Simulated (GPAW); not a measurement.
# CuAu: optical spectrum from first principles

Aim: the dielectric function of CuAu, and the optical constants that follow from it. The cell comes from an older database entry, whose edges can differ from later determinations, mostly by under a per cent.

Program: GPAW 26.7.0. Level of theory: DFT, PBE, plane-wave PAW (GPAW data sets), scalar-relativistic, RPA, optical limit. Results are calculated unless marked as measured.

This is a report of a sequence of runs, with most program output left out.

The database entry behind the starting cell is an old determination (1936), so it need not match the best structure at ambient conditions.

**1. Starting point**

The structure is tetragonal, space group P4/mmm (No. 123). Conventional cell: a = 2.811 Å, b = 2.811 Å, c = 3.685 Å, α = 90.00°, β = 90.00°, γ = 90.00°. Nearest to Au lie 8 Cu at 2.71 Å and 4 Au at 2.81 Å. Cu has 8 Au at 2.71 Å and 4 Cu at 2.81 Å nearest. Farther neighbours are not listed.

Structure file:

```cif
data_structure
_symmetry_space_group_name_H-M 'P4/mmm'
_symmetry_Int_Tables_number 123
_cell_length_a 2.8107
_cell_length_b 2.8107
_cell_length_c 3.6850
_cell_angle_alpha 90.000
_cell_angle_beta 90.000
_cell_angle_gamma 90.000
_cell_volume 29.11
loop_
_atom_site_label
_atom_site_type_symbol
_atom_site_symmetry_multiplicity
_atom_site_Wyckoff_symbol
_atom_site_fract_x
_atom_site_fract_y
_atom_site_fract_z
_atom_site_occupancy
Au1 Au 1 a 0.00000 0.00000 0.00000 1
Cu1 Cu 1 d 0.50000 0.50000 0.50000 1
```

**2. Ground state**

First the ground state: is it a metal or has it a gap?

This step: DFT, PBE, plane-wave PAW (GPAW data sets), scalar-relativistic, ground state (GPAW 26.7.0).

The input, gs.py:

```python
from ase import Atoms
from ase.dft.bandgap import bandgap
from gpaw import GPAW, PW, FermiDirac

atoms = Atoms(['Au', 'Cu'],
              cell=[[2.810749455200, 0.000000000000, 0.000000000000],
                    [0.000000000000, 2.810749455200, 0.000000000000],
                    [0.000000000000, 0.000000000000, 3.685000000000]],
              scaled_positions=[[0.000000000000, 0.000000000000, 0.000000000000],
                                [0.500000000000, 0.500000000000, 0.500000000000]],
              pbc=[True, True, True])
atoms.calc = GPAW(mode=PW(500), xc='PBE', kpts={'size': (8, 8, 6), 'gamma': True},
                  occupations=FermiDirac(0.05), maxiter=150, txt='gs.txt')
print('energy (eV)', atoms.get_potential_energy())
print('Fermi level (eV)', atoms.calc.get_fermi_level())
print('valence electrons', atoms.calc.get_number_of_electrons())
print('gap (eV)', bandgap(atoms.calc, output=None)[0])
print('direct gap (eV)', bandgap(atoms.calc, direct=True, output=None)[0])
atoms.calc.write('gs.gpw')
```

Command:

```sh
$ OMP_NUM_THREADS=1 python gs.py
```

It took 13 s on 1 thread of Arm Neoverse V1, shared host; peak memory 0.13 GiB.

This step gave:

* energy: -6.886 eV
* Fermi energy: 9.247 eV
* electrons: 22

There are states at the Fermi level within the smearing, so the occupations stay smeared and the carriers get a Drude term.

**3. Bands for the response**

At the fixed density, many empty bands are solved on the mesh of the response, since the spectrum sums over them.

This step: DFT, PBE, plane-wave PAW (GPAW data sets), scalar-relativistic, bands at fixed density (GPAW 26.7.0).

The input, nscf.py:

```python
from ase.dft.bandgap import bandgap
from gpaw import GPAW, FermiDirac

calc = GPAW('gs.gpw').fixed_density(kpts={'size': (15, 15, 12), 'gamma': True}, nbands=41, convergence={'bands': 35},
                                    occupations=FermiDirac(0.05), txt='nscf.txt')
print('gap (eV)', bandgap(calc, output=None)[0])
print('direct gap (eV)', bandgap(calc, direct=True, output=None)[0])
print('top band over the Fermi level (eV)', min(calc.get_eigenvalues(kpt=k)[34] for k in range(len(calc.get_ibz_k_points()))) - calc.get_fermi_level())
calc.write('full.gpw', mode='all')
```

Command:

```sh
$ OMP_NUM_THREADS=1 python nscf.py
```

Wall time 3.2 min (1 thread); peak memory 0.3 GiB.

**4. Dielectric function, RPA**

Transitions between filled and empty bands, summed over the zone, give the optical response, so mesh, band count and broadening shape it.

The induced potential is part of this response.

This step: DFT, PBE, plane-wave PAW (GPAW data sets), scalar-relativistic, RPA, optical limit (GPAW 26.7.0).

The input, df.py:

```python
from gpaw.response.df import DielectricFunction

df = DielectricFunction('full.gpw', frequencies={'type': 'nonlinear', 'domega0': 0.03, 'omega2': 8},
                        ecut=50,
                        eta=0.15,
                        nbands=35,
                        rate=0.05,
                        txt='df.txt')
for direction in ['x', 'z']:
    df.get_dielectric_function(xc='RPA', direction=direction, filename=f'df_{direction}.csv')
```

Command:

```sh
$ OMP_NUM_THREADS=1 python df.py
```

The job ended after 21 s (1 thread; peak memory 0.26 GiB).

Some rows of df_x.csv (energy; Re and Im without local fields; Re and Im with them):

```text
0.000000, 21024.079983, 0.000000, 21024.021530, 0.000000
0.460735, -224.308364, 53.262304, -224.381545, 53.248235
0.943989, -38.687801, 12.263503, -38.839548, 12.046191
1.451455, -22.123323, 9.824366, -22.234050, 10.183678
1.984998, -6.417171, 7.217841, -6.478809, 7.209342
2.546682, -2.046642, 7.903220, -2.046560, 7.899755
3.138794, 1.147962, 8.334113, 1.160621, 8.359076
3.763875, -2.204993, 8.294703, -2.247399, 8.407020
4.424758, -1.302415, 5.163276, -1.392000, 5.184759
5.124608, -0.920757, 4.911967, -0.979758, 4.921850
5.866977, -0.856528, 3.735751, -0.909442, 3.725884
6.655862, -0.413819, 3.910179, -0.445867, 3.919870
7.495775, -0.330474, 3.215774, -0.402122, 3.241480
8.391833, -0.171467, 2.630659, -0.248596, 2.628187
9.349861, -0.045460, 2.259835, -0.134762, 2.229572
10.376517, -0.211940, 1.994621, -0.307012, 1.930811
11.479449, 0.245554, 2.086441, 0.170935, 2.002942
12.667487, 0.226374, 1.749176, 0.161505, 1.655579
13.950874, 0.018054, 1.603670, 0.011020, 1.511126
```

The Im ε has structure finer than the step of the table below, so its rows give means over 0.5 eV, whole bins alone (the curve runs from 0.305 to 14.0 eV). Peaks (eV: height): E ∥ x 1.21: 21.4, 3.55: 9.01; E ∥ z 1.73: 7.58, 2.39: 8.93, 3.30: 8.35, 6.60: 4.38.

Sum at mesh points, not converged in k. Im ε against photon energy; means over each step:

```tsv
photon energy (eV)	E ∥ x	E ∥ z
1.0	15.6	13.0
1.5	10.7	6.70
2.0	6.93	6.84
2.5	7.46	8.22
3.0	7.13	6.68
3.5	8.82	7.67
4.0	6.79	5.50
4.5	4.98	4.20
5.0	5.05	4.36
5.5	4.55	3.87
6.0	3.64	3.65
6.5	3.81	4.08
7.0	3.33	3.68
7.5	3.12	2.92
8.0	2.85	2.81
8.5	2.58	2.39
9.0	2.54	2.25
9.5	2.26	2.20
10.0	2.34	2.13
10.5	1.90	1.96
11.0	1.78	1.87
11.5	1.93	1.96
12.0	1.80	1.90
12.5	1.67	1.80
13.0	1.68	1.71
13.5	1.66	1.46
```

Values under 1 per cm are given as 1; sum at mesh points, not converged in k. The absorption coefficient by photon energy:

```tsv
photon energy (eV)	E ∥ x (1/cm)	E ∥ z (1/cm)
0.492	7.0e5	6.3e5
1.010	5.8e5	6.5e5
1.486	7.0e5	5.3e5
1.985	5.7e5	4.8e5
2.508	5.7e5	5.9e5
3.018	5.2e5	5.2e5
3.510	7.8e5	7.6e5
3.980	9.2e5	8.2e5
4.516	8.3e5	7.0e5
4.981	8.9e5	7.7e5
5.515	9.5e5	7.9e5
6.021	8.8e5	7.6e5
6.494	9.4e5	8.8e5
6.985	9.9e5	1.0e6
7.496	1.0e6	9.6e5
8.026	1.1e6	1.0e6
8.516	1.0e6	9.5e5
9.023	1.1e6	9.7e5
9.483	1.0e6	9.6e5
10.026	1.2e6	9.9e5
10.519	1.1e6	1.0e6
11.029	1.0e6	1.0e6
11.479	1.1e6	1.0e6
12.023	1.1e6	1.2e6
12.504	1.1e6	1.1e6
13.000	1.2e6	1.2e6
13.512	1.2e6	1.1e6
```

Sum at mesh points, not converged in k. Reflectivity at normal incidence against photon energy; read off at these points:

```tsv
photon energy (eV)	E ∥ x (%)	E ∥ z (%)
0.5	96.9	94.1
1.0	87.7	92.7
1.5	84.7	76.1
2.0	61.2	50.6
2.5	44.6	45.5
3.0	32.9	34.0
3.5	41.7	41.5
4.0	47.2	43.2
4.5	38.3	31.2
5.0	35.8	30.4
5.5	35.7	28.2
6.0	31.1	22.9
6.5	28.7	25.4
7.0	29.6	30.1
7.5	28.2	26.4
8.0	26.9	24.7
8.5	24.5	22.6
9.0	25.2	21.5
9.5	21.6	18.7
10.0	23.5	18.0
10.5	21.5	19.0
11.0	17.1	15.8
11.5	18.3	15.3
12.0	18.3	19.0
12.5	17.1	16.1
13.0	16.8	17.9
13.5	17.4	17.7
```

Sum at mesh points, not converged in k. The Im ε, E ∥ x by photon energy; read off at these points:

```tsv
photon energy (eV)	without local fields	with local fields
0.500	42.3	42.3
0.750	14.7	14.6
1.000	13.8	13.4
1.178	21.5	21.2
1.212	21.5	21.4
1.250	20.5	20.6
1.500	8.30	8.55
1.750	6.76	6.78
2.000	7.20	7.19
2.250	6.82	6.81
2.500	7.77	7.76
2.750	6.84	6.86
3.000	6.45	6.47
3.250	8.93	8.97
3.500	8.86	8.93
3.750	8.38	8.49
4.000	6.81	6.90
4.250	5.14	5.16
4.500	5.05	5.07
4.750	4.79	4.79
5.000	5.26	5.26
5.250	4.78	4.80
5.500	4.68	4.67
5.750	3.95	3.94
6.000	3.54	3.54
6.250	3.71	3.70
6.500	3.78	3.76
6.750	3.77	3.78
7.000	3.26	3.27
7.250	3.10	3.12
7.500	3.21	3.24
7.750	2.87	2.87
8.000	2.97	2.98
8.250	2.64	2.64
8.500	2.55	2.55
8.750	2.64	2.64
9.000	2.59	2.59
9.250	2.31	2.29
9.500	2.30	2.27
9.750	2.30	2.28
10.000	2.42	2.40
10.250	2.22	2.16
10.500	1.91	1.85
10.750	1.83	1.78
11.000	1.83	1.76
11.250	1.93	1.86
11.500	2.08	2.00
11.750	1.91	1.83
12.000	1.91	1.83
12.250	1.82	1.72
12.500	1.74	1.65
12.750	1.76	1.66
13.000	1.83	1.71
13.250	1.77	1.65
13.500	1.78	1.66
13.750	1.72	1.62
```

Sum at mesh points, not converged in k. Loss function −Im 1/ε at q → 0 against energy loss; read off at these points:

```tsv
energy loss (eV)	E ∥ x	E ∥ z
0.50	0.00112	0.00240
1.00	0.0113	0.00599
1.50	0.0182	0.0397
2.00	0.0781	0.120
2.50	0.120	0.111
2.94	0.165	0.167
3.00	0.153	0.169
3.50	0.112	0.126
4.00	0.124	0.155
4.50	0.184	0.233
5.00	0.185	0.222
5.50	0.204	0.262
6.00	0.273	0.271
6.50	0.264	0.237
7.00	0.297	0.265
7.50	0.304	0.347
8.00	0.331	0.346
8.50	0.389	0.425
9.00	0.382	0.447
9.50	0.440	0.439
10.00	0.415	0.467
10.50	0.537	0.514
10.88	0.576	0.523
11.00	0.564	0.507
11.50	0.497	0.483
12.00	0.546	0.527
12.50	0.602	0.538
13.00	0.579	0.580
13.50	0.601	0.699
```

At chosen wavelengths:

```tsv
wavelength (nm)	n x	k x	R (%) x	1/α x	n z	k z	R (%) z	1/α z
1550	0.81	8.031	95.2	15 nm	1.47	8.277	92.1	15 nm
633	1.25	2.879	62.6	17 nm	1.30	2.435	53.7	21 nm
532	1.57	2.277	46.8	19 nm	1.96	2.210	42.5	19 nm
405	2.07	1.746	33.6	18 nm	1.84	1.682	32.4	19 nm
365	2.04	2.123	40.7	14 nm	1.91	2.109	40.9	14 nm
248	1.49	1.759	35.8	11 nm	1.47	1.530	30.3	13 nm
193	1.32	1.429	28.9	11 nm	1.51	1.296	24.3	12 nm
```

In reflection the computed colour is faintly red: x = 0.335, y = 0.337, luminous reflectivity 48 %.

**5. Results**

**Reading.** At this level (PBE, RPA) CuAu is a metal. The mesh is too coarse to trust the carriers' weight, the reflectivity or the colour to better than tens of per cent. In reflection the computed colour is faintly red: x = 0.335, y = 0.337, luminous reflectivity 48 %. The carriers' damping of 0.05 eV is typed, not computed; it shapes the response at the lowest energies. Spin-orbit coupling is left out although heavy atoms are present. In this version of GPAW the matrix elements of the optical limit are incomplete, which can lower ε − 1 by up to a tenth where first-row anions or d states rule, and shift it by more in d metals. GPAW's carrier term has the form −ωp²/(ω + i·rate)², which damps like twice the rate and fails at low energy, so the curves leave the lowest energies out. The sum runs over mesh points 0.15 Å⁻¹ apart with no interpolation, so peaks are partly noise of the mesh, and the Drude plasma energy, a sum over the Fermi surface, isn't converged.

[Machine, clock and banner lines and Python warnings are left out of the logs.]

[Logs are printed without paths, hosts, clocks, repeated set-up lines and the standing remarks that a program may print on its own settings, such as how far it seeks lower states.]

[Hosts, paths, dates, database ids (printed as entryN), source tags and the programs' standing remarks are cut or masked in the printed files.]
